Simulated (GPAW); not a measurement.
# Polarising a 7-layer slab of Cd(0001) with a field along the normal

The dipole of the cell at several fields, atoms fixed. What does the strongest field give, and what length does the slope stand for?

**Method.** GPAW 26.7.0, plane waves (400 eV), PAW setups, PBE, 12×12 mesh, a dipole layer in the vacuum; geometry relaxed without an applied field with GPAW. The cell's area is 7.69 Å², and e/ε0 = 180.95 V Å.

Results, with one row withheld:

| field (V/Å) | dipole (e Å) |
| --- | --- |
| −0.2 | −0.1750 |
| −0.1 | −0.0873 |
| −0.05 | −0.0433 |
| 0.05 | 0.0445 |
| 0.1 | 0.0884 |
| 0.2 | 0.1762 |
| 0.3 | ? |

Q: What is the dipole at 0.3 V/Å?

Worked answer. A line through the 6 points has the slope α = 0.878 e Å per V/Å and the intercept p₀ = 0.0006 e Å (r.m.s. residual 3.5e−05). At 0.3 V/Å it gives p = 0.0006 + 0.878 × 0.3 = 0.2640 e Å; the run gives 0.2642 e Å, so the response stays linear to 0.1 % of the induced part. Dividing by ε0 and the area: α/(ε0 A) = 0.878 × 180.95 / 7.69 = 20.66 Å, against 17.32 Å between the outer nuclei. A metal screens fully, so the excess of 3.34 Å puts the image planes about 1.67 Å outside the outer atoms on average.

Caveats: This is the electronic response alone; ions that move would add to it in polar layers. No run was spin-polarised, so magnetic states weren't tested.
